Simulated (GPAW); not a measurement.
# Bi2Te3 quintuple layer monolayer: simulated STM images

Aim: Tersoff-Hamann images of Bi2Te3 quintuple layer monolayer at several biases.

Program: GPAW 26.7.0. Level of theory: GPAW, PAW setups; layer in a repeated cell with vacuum, relaxation of atoms and in-plane cell, in the first sound run; inputs show where later runs differ. Results are calculated unless marked as measured.

This is a report of a sequence of runs, with most program output left out.

### 1. The structure

The cell holds 5 atoms: 3 Te and 2 Bi. Its edges and angles: a = 4.440 Å, b = 4.440 Å, c = 25.200 Å, α = 90.0°, β = 90.0°, γ = 120.0°. Vacuum lies along c.

### 2. Relaxing the atoms

Forces are removed first; all later runs use this geometry.

Input file run.py:

```python
import json
import numpy as np
from ase import Atoms
from ase.filters import FrechetCellFilter
from ase.optimize import BFGS
from gpaw import GPAW, PW

slab = Atoms(
    ['Te', 'Bi', 'Te', 'Bi', 'Te'],
    positions=[
        [-0.00000, 2.56344, 9.00000],
        [2.22000, 1.28172, 10.65000],
        [0.00000, 0.00000, 12.60000],
        [-0.00000, 2.56344, 14.55000],
        [2.22000, 1.28172, 16.20000]],
    cell=[[4.44, 0.0, 0.0], [-2.22, 3.84515, 0.0], [0.0, 0.0, 25.2]],
    pbc=[True, True, True])

slab.calc = GPAW(mode=PW(600), xc='PBE', kpts={'size': (9, 9, 1), 'gamma': True},
                 occupations={'name': 'fermi-dirac', 'width': 0.05}, nbands='160%',
                 convergence={'density': 1e-05}, maxiter=200,
                 symmetry={'tolerance': 1e-3}, txt='slab.txt')
result = {}
# The in-plane cell is free; stress needs a cell that repeats along all three vectors
path = []
opt = BFGS(FrechetCellFilter(slab, mask=[1, 1, 0, 0, 0, 1]), maxstep=0.2)
opt.attach(lambda: path.append((slab.get_potential_energy(), slab.positions.tolist(), slab.get_forces().tolist())))
result['relaxed'] = bool(opt.run(fmax=0.02, steps=45))
result['path'] = path
result['cell'] = slab.cell.tolist()
print('in-plane lattice', slab.cell.cellpar().round(4)[[0, 1, 5]])
energy = slab.get_potential_energy()
fermi = slab.calc.get_fermi_level()
v = slab.calc.get_electrostatic_potential().mean((0, 1)) - fermi
n = slab.calc.get_pseudo_density().mean((0, 1))
L = slab.cell[2, 2]
z = np.arange(len(v)) * L / len(v)
low, high = slab.positions[:, 2].min(), slab.positions[:, 2].max()
below, above = np.interp([low - 6.8, high + 6.8], z, v)
slopes = [np.interp(x, z, np.gradient(v, z)) for x in (low - 6.8, high + 6.8)]
eps = np.array([[slab.calc.get_eigenvalues(k, s) for k in range(len(slab.calc.get_ibz_k_points()))]
                for s in range(slab.calc.get_number_of_spins())]) - fermi
top, bottom = eps[eps < 0].max(), eps[eps > 0].min()
dipole = slab.get_dipole_moment()[2]
print(f'energy {energy:.4f} eV, Fermi level {fermi:.4f} eV, dipole {dipole:.5f} e A')
print(f'potential 6.8 A off the faces, from the Fermi level: lower {below:.4f} eV, upper {above:.4f} eV')
print(f'slope of the potential there: lower {slopes[0]:.5f}, upper {slopes[1]:.5f} eV/A')
print(f'nearest levels on the mesh: {top:.4f} and {bottom:.4f} eV')
print('magnetic moment', round(slab.get_magnetic_moment(), 3))
result.update(energy=energy, fermi=fermi, dipole=dipole, below=below, above=above, slopes=slopes, edges=[top, bottom],
              z=z.tolist(), v=v.tolist(), n=n.tolist(), positions=slab.positions.tolist(),
              forces=slab.get_forces(apply_constraint=False).tolist(), moments=slab.get_magnetic_moments().tolist())
json.dump(result, open('result.json', 'w'))
```

On the command line:

```bash
> OMP_NUM_THREADS=1 OPENBLAS_NUM_THREADS=1 python run.py
```

Run time: 20 min. Hardware: 1 thread of Intel Xeon Platinum 8375C at 2.90GHz (Ice Lake), shared host; peak memory 0.68 GiB.

Numbers from this step:

* dipole along the normal: -1.00e-3 e·Å
* levels nearest the Fermi level on the mesh: -0.5291, 0.4001 eV from the Fermi level

The electrostatic potential energy of an electron (without an applied field's), less the Fermi level, planar mean oscillates, so the rows of the table below give means over windows of 2.01 Å about each position, cut where the curve ends. Its maxima inside the range that stand out by 2 % of the span (Å: eV): 9.6: -3.44, 11.6: -0.562, 13.6: -0.562, 15.6: -3.44. Its minima: 8.8: -11.9, 10.5: -12.7, 12.6: -11.7, 14.7: -12.7, 16.4: -11.9.

The electrostatic potential energy of an electron (without an applied field's), less the Fermi level, planar mean by z; means over each step:

z (Å), electrostatic potential energy of an electron (without an applied field's), less the Fermi level, planar mean (eV) and a bar from the least value:
```
     1.00        4.9 ##############################
     3.01        4.9 ##############################
     5.02        4.9 ##############################
     7.03        4.0 ############################
     9.04       -6.4 ###
    11.05       -6.1 ####
    13.06       -5.4 #####
    15.07       -7.6 
    17.08       -2.6 ############
    19.09        4.8 ##############################
    21.10        4.9 ##############################
    23.11        4.9 ##############################
```

The pseudo valence density, planar mean oscillates, so the rows of the table below give means over windows of 2.28 Å about each position, cut where the curve ends. Its maxima inside the range that stand out by 2 % of the span (Å: e/Å³): 8.2: 0.191, 10.5: 0.872, 12.1: 0.224, 13.1: 0.224, 14.7: 0.872, 17.0: 0.191. Its minima: 8.8: 0.0817, 11.6: 0.183, 12.6: 0.0786, 13.7: 0.183, 16.4: 0.0817.

The pseudo valence density, planar mean by z; means over each step:

z (Å), pseudo valence density, planar mean (e/Å³) and a bar:
```
     3.42      0.000 
     5.70      0.001 
     7.98      0.097 #######
    10.26      0.429 ##############################
    12.54      0.179 #############
    14.82      0.428 ##############################
    17.10      0.108 ########
    19.38      0.002 
    21.66      0.000
```

The relaxation lowered the energy of the cell by 0.0694 eV (energies extrapolated to zero smearing; the optimiser's log prints free energies). The largest force left on a free atom is 0.0033 eV/Å.

### 3. Plane waves, PBE

With the geometry fixed, the planar mean of the potential gives the vacuum level on each side.

This step: GPAW, PAW setups; slab in vacuum (GPAW 26.7.0).

The cell differs from the one that the last finished run ended in (c 25.200 → 25.561 Å).

Input file run.py:

```python
import json
import numpy as np
from ase import Atoms
from ase.dft.stm import STM
from gpaw import GPAW, PW

slab = Atoms(
    ['Te', 'Bi', 'Te', 'Bi', 'Te'],
    positions=[
        [-0.00000, 2.55298, 9.00000],
        [2.21094, 1.27649, 10.71829],
        [-0.00000, -0.00000, 12.78066],
        [-0.00000, 2.55298, 14.84303],
        [2.21094, 1.27649, 16.56132]],
    cell=[[4.42188, -0.0, 0.0], [-2.21094, 3.82946, 0.0], [0.0, 0.0, 25.5613]],
    pbc=[True, True, False])

slab.calc = GPAW(mode=PW(400), xc='PBE', kpts={'size': (9, 9, 1), 'gamma': True},
                 occupations={'name': 'fermi-dirac', 'width': 0.05}, nbands='160%',
                 convergence={'density': 1e-05}, maxiter=200,
                 poissonsolver={'dipolelayer': 'xy'},
                 symmetry={'tolerance': 1e-3}, txt='slab.txt')
result = {}
energy = slab.get_potential_energy()
fermi = slab.calc.get_fermi_level()
v = slab.calc.get_electrostatic_potential().mean((0, 1)) - fermi
n = slab.calc.get_pseudo_density().mean((0, 1))
L = slab.cell[2, 2]
z = np.arange(len(v)) * L / len(v)
low, high = slab.positions[:, 2].min(), slab.positions[:, 2].max()
below, above = np.interp([low - 6.8, high + 6.8], z, v)
slopes = [np.interp(x, z, np.gradient(v, z)) for x in (low - 6.8, high + 6.8)]
eps = np.array([[slab.calc.get_eigenvalues(k, s) for k in range(len(slab.calc.get_ibz_k_points()))]
                for s in range(slab.calc.get_number_of_spins())]) - fermi
top, bottom = eps[eps < 0].max(), eps[eps > 0].min()
dipole = slab.get_dipole_moment()[2]
print(f'energy {energy:.4f} eV, Fermi level {fermi:.4f} eV, dipole {dipole:.5f} e A')
print(f'potential 6.8 A off the faces, from the Fermi level: lower {below:.4f} eV, upper {above:.4f} eV')
print(f'slope of the potential there: lower {slopes[0]:.5f}, upper {slopes[1]:.5f} eV/A')
print(f'nearest levels on the mesh: {top:.4f} and {bottom:.4f} eV')
print('magnetic moment', round(slab.get_magnetic_moment(), 3))
result.update(energy=energy, fermi=fermi, dipole=dipole, below=below, above=above, slopes=slopes, edges=[top, bottom],
              z=z.tolist(), v=v.tolist(), n=n.tolist(), positions=slab.positions.tolist(),
              forces=slab.get_forces(apply_constraint=False).tolist(), moments=slab.get_magnetic_moments().tolist())

# Images need the states of the whole zone, up to time reversal
slab.calc = slab.calc.fixed_density(symmetry={'point_group': False}, txt='states.txt', nbands='280%',
                                    convergence={'bands': 'CBM+2.3'})
stm = STM(slab)
result['stm'] = []
for bias in [-1.5, 2.0]:
    height = high + 4.0
    current = stm.get_averaged_current(bias, height)
    x, y, h = stm.scan(bias, current)
    i, f = divmod(height / L * stm.ldos.shape[2], 1)
    I = abs((1 - f) * stm.ldos[:, :, int(i)] + f * stm.ldos[:, :, int(i) + 1])
    print(f'bias {bias} V: mean current at 4.0 A {current:.4e}, corrugation {np.ptp(h):.4f} A')
    result['stm'].append(dict(bias=bias, current=current, h=(h - high).tolist(), I=I.tolist()))
json.dump(result, open('result.json', 'w'))
```

The job ended after 4.2 min (1 thread; peak memory 0.78 GiB).

This step gave:

```
dipole along the normal                    : -6.53e-4 e·Å
levels nearest the Fermi level on the mesh : -0.5293, 0.4004 eV from the Fermi level
upper work function                        : 4.906 eV
lower work function                        : 4.911 eV
corrugation -1.5                           : 0.4500 Å
corrugation 2                              : 0.2985 Å
upper ionisation energy                    : 5.436 eV
```

The electrostatic potential energy of an electron (without an applied field's), less the Fermi level, planar mean oscillates, so the rows of the table below give means over windows of 2.02 Å about each position, cut where the curve ends. Its maxima inside the range that stand out by 2 % of the span (Å: eV): 9.8: -3.45, 11.8: -0.567, 13.7: -0.568, 15.8: -3.45. Its minima: 9.1: -11.9, 10.8: -12.6, 12.8: -11.7, 14.8: -12.6, 16.5: -11.9.

The electrostatic potential energy of an electron (without an applied field's), less the Fermi level, planar mean by z; means over each step:

z (Å), electrostatic potential energy of an electron (without an applied field's), less the Fermi level, planar mean (eV) and a bar from the least value:
```
     1.01        4.9 ##############################
     3.03        4.9 ##############################
     5.05        4.9 ##############################
     7.07        4.3 #############################
     9.09       -5.9 ###
    11.11       -6.2 ###
    13.13       -5.4 #####
    15.15       -7.3 
    17.17       -3.2 ##########
    19.19        4.8 ##############################
    21.21        4.9 ##############################
    23.23        4.9 ##############################
    25.25        4.9 ##############################
```

Table of pseudo valence density, planar mean by z:

```tsv
z (Å)	pseudo valence density, planar mean (e/Å³)
5.0	2.9e-5
5.5	1.1e-4
6.0	4.5e-4
6.5	0.00182
7.0	0.00718
7.5	0.0287
8.0	0.0995
8.5	0.194
9.0	0.0899
9.5	0.243
10.0	0.281
10.5	0.693
11.0	0.599
11.5	0.209
12.0	0.202
12.5	0.160
13.0	0.138
13.5	0.210
14.0	0.201
14.5	0.515
15.0	0.761
15.5	0.305
16.0	0.255
16.5	0.102
17.0	0.187
17.5	0.113
18.0	0.0340
18.5	0.00857
19.0	0.00212
19.5	5.4e-4
20.0	1.3e-4
20.5	3.3e-5
```

Tip height over the top atom over a1 and a2. Sample bias -1.5 V, constant current at the mean current 4.0 Å over the top atom.

Ten even steps from '0' (3.78 Å) to '9' (4.23 Å):
```
000122344444443221000
001112233333322111000
111111222222211111111
221111111111111122222
322111000001112233333
432210000001223444444
443210000012344555555
543210000123456666666
543210001234567777776
543210012345678888876
543211123456788998876
543211234567899999876
542111245678999999876
432112346788999998876
421112456789999998765
321123456789999987654
211123456788998876543
100123456788888765432
000123456777777654321
000123456666666543210
000123445555554432100
```
Columns: a1 from 0 to 0.952; rows upwards: a2 from 0 to 0.952.

Local density of states summed over the bias window over a1 and a2. Sample bias -1.5 V, constant height 4.0 Å over the top atom.

Ten even steps from '0' (0.50 × 1e-5 arbitrary) to '9' (1.58 × 1e-5 arbitrary):
```
000011122222221110000
000001111111111000000
000000111111100000000
110000000000000011111
111000000000001111111
211100000000111222222
221100000001122334433
321100000011234455544
321100000112345666654
421100001124566777665
421100011245678888765
321100112356789998765
321000123467899998764
211001124568999998654
210001234678999987643
110011235678999876532
100011245678888765421
000011245667776654211
000011234566665432110
000011234455544321100
000011223344332211000
```
Columns: a1 from 0 to 0.952; rows upwards: a2 from 0 to 0.952.

Tip height over the top atom over a1 and a2. Sample bias 2 V, constant current at the mean current 4.0 Å over the top atom.

Ten even steps from '_' (3.85 Å) to '@' (4.15 Å):
```
______..::--====++++++++++====--::..______
____....::----============----::....______
......::::::--------------::::::..........
::::::::::::::::::::::::::::::::::::::::::
------::::::::::::::::::::::--------------
====----::::::::::::::::----==============
++====--::::::::::::::--====++++++++++++++
++++==--::::::::::::--==++++**************
**++==--::::::::::--==++****############**
**++==--::::::::--==++**######%%%%%%######
**++==--::::::--==++**####%%%%%%%%%%%%####
**++==--::::--==++**####%%@@@@@@@@@@%%####
++==--::::::--==++**##%%@@@@@@@@@@@@%%##**
++==--::::--==++**####%%@@@@@@@@@@%%####**
==--::::::--==++**##%%%%@@@@@@@@%%%%##**++
--::....::--==++**##%%%%@@@@@@%%%%##**++==
::......::--==++**##%%%%@@@@%%%%##**++==--
..____..::--==++**####%%%%%%####**++==--::
______..::--==++**############**++==--::..
______..::--==++****######****++==--::..__
______..::--==++++********++++==--::..____
```
Columns: a1 from 0 to 0.952; rows upwards: a2 from 0 to 0.952.

Local density of states summed over the bias window over a1 and a2. Sample bias 2 V, constant height 4.0 Å over the top atom.

Ten even steps from '_' (2.67 × 1e-5 arbitrary) to '@' (4.96 × 1e-5 arbitrary):
```
______....::::----======----::::....______
______....::::::--------::::::....________
__........::::::::::::::::::........______
..........................................
::::::::..................::::::::::::::::
--::::::................::::::------------
----::::..............::::----============
==----::............::----====++++++++++==
====--::..........::--====++************++
++==--::........::--==++****####%%####****
++==--::......::--==++**####%%%%%%%%####**
==--::::....::::--==**##%%%%@@@@@@%%%%##**
==--::::..::::--==++**##%%@@@@@@@@%%##**++
--::::....::::--==**##%%@@@@@@@@@@%%##**==
--::......::--==++**##%%@@@@@@@@%%##**++==
::........::--==++**%%%%@@@@@@%%%%**++==--
....__....::--==++**##%%%%%%%%##**++==--::
________..::--==++**####%%####**++==--::..
________..::--==++****####****++==--::..__
________..::--====++******++====--::..____
________..::----====++++====----::..______
```
Columns: a1 from 0 to 0.952; rows upwards: a2 from 0 to 0.952.

The layer is gapped, so the Fermi level lies somewhere inside the gap, set by smearing and numerics, and these work functions are no property of the material; the band edges below the vacuum level are. The potential is flat to 6.9e-5 eV/Å where it is read, so the vacuum is wide enough.

### 4. A changed run

One more run, with changed settings.

run.py: that of step 3 with these lines changed.

```diff
@@ -3,3 +3,2 @@
 from ase import Atoms
-from ase.dft.stm import STM
 from gpaw import GPAW, PW
@@ -19,3 +18,3 @@
                  occupations={'name': 'fermi-dirac', 'width': 0.05}, nbands='160%',
-                 convergence={'density': 1e-05}, maxiter=200,
+                 convergence={'density': 1e-05}, maxiter=6,
                  poissonsolver={'dipolelayer': 'xy'},
@@ -44,16 +43,2 @@
               forces=slab.get_forces(apply_constraint=False).tolist(), moments=slab.get_magnetic_moments().tolist())
-
-# Images need the states of the whole zone, up to time reversal
-slab.calc = slab.calc.fixed_density(symmetry={'point_group': False}, txt='states.txt', nbands='280%',
-                                    convergence={'bands': 'CBM+2.3'})
-stm = STM(slab)
-result['stm'] = []
-for bias in [-1.5, 2.0]:
-    height = high + 4.0
-    current = stm.get_averaged_current(bias, height)
-    x, y, h = stm.scan(bias, current)
-    i, f = divmod(height / L * stm.ldos.shape[2], 1)
-    I = abs((1 - f) * stm.ldos[:, :, int(i)] + f * stm.ldos[:, :, int(i) + 1])
-    print(f'bias {bias} V: mean current at 4.0 A {current:.4e}, corrugation {np.ptp(h):.4f} A')
-    result['stm'].append(dict(bias=bias, current=current, h=(h - high).tolist(), I=I.tolist()))
 json.dump(result, open('result.json', 'w'))
```

Wall time 31 s (1 thread); peak memory 0.3 GiB.

The run stopped without converging, so none of its numbers is a property of the system.

The fault put into the input: too few SCF iterations (maxiter = 6).

### 5. Outcome

```yaml
work_function_both_faces_fermi_level_placed_in_the_gap_by_the_smearing: 4.91 eV
ionisation_energy_from_the_upper_face_highest_filled_level_on_the_mesh: 5.44 eV
electron_affinity_from_the_upper_face_lowest_empty_kohn_sham_level_on_the_mesh: 4.51 eV
dipole_along_the_normal: -6.5e-4 e Å, near the numerical noise
corrugation_at_minus_1p5_v: 0.450 Å
corrugation_at_2_v: 0.299 Å
```

What this shows: The corrugation at constant current is largest at -1.5 V, where the tip height varies by 0.45 Å over the cell. Negative sample bias images filled states, positive bias empty ones. The levels nearest the Fermi level on the mesh lie 0.930 eV apart, so the slab is gapped there: the smearing puts the Fermi level inside the gap, and from either face the ionisation energy is the work function plus 0.53 eV. Both are Kohn-Sham levels on the mesh, and semilocal gaps are too small, so the affinity tends to come out too large and the ionisation energy too small. The images are of Tersoff-Hamann type: an s-wave tip, no tip-sample forces, heights closer than in a microscope. With elements this heavy, spin-orbit coupling can move band edges by tenths of an eV. Biases count from a Fermi level whose place in the gap is arbitrary, so only their reach past the band edges has a meaning. The small printed dipole stands for a step of 7.0 meV from the lower to the upper face, and the probes find -4.4 meV; values this small are near the numerical noise of both. The layer's cell and atoms come from the relaxation; spin-orbit coupling and temperature are left out.

[Logs are printed without paths, hosts, clocks, repeated set-up lines and the standing remarks that a program may print on its own settings, such as how far it seeks lower states.]

[Hosts, paths, dates, database ids (printed as entryN), source tags and the programs' standing remarks are cut or masked in the printed files.]
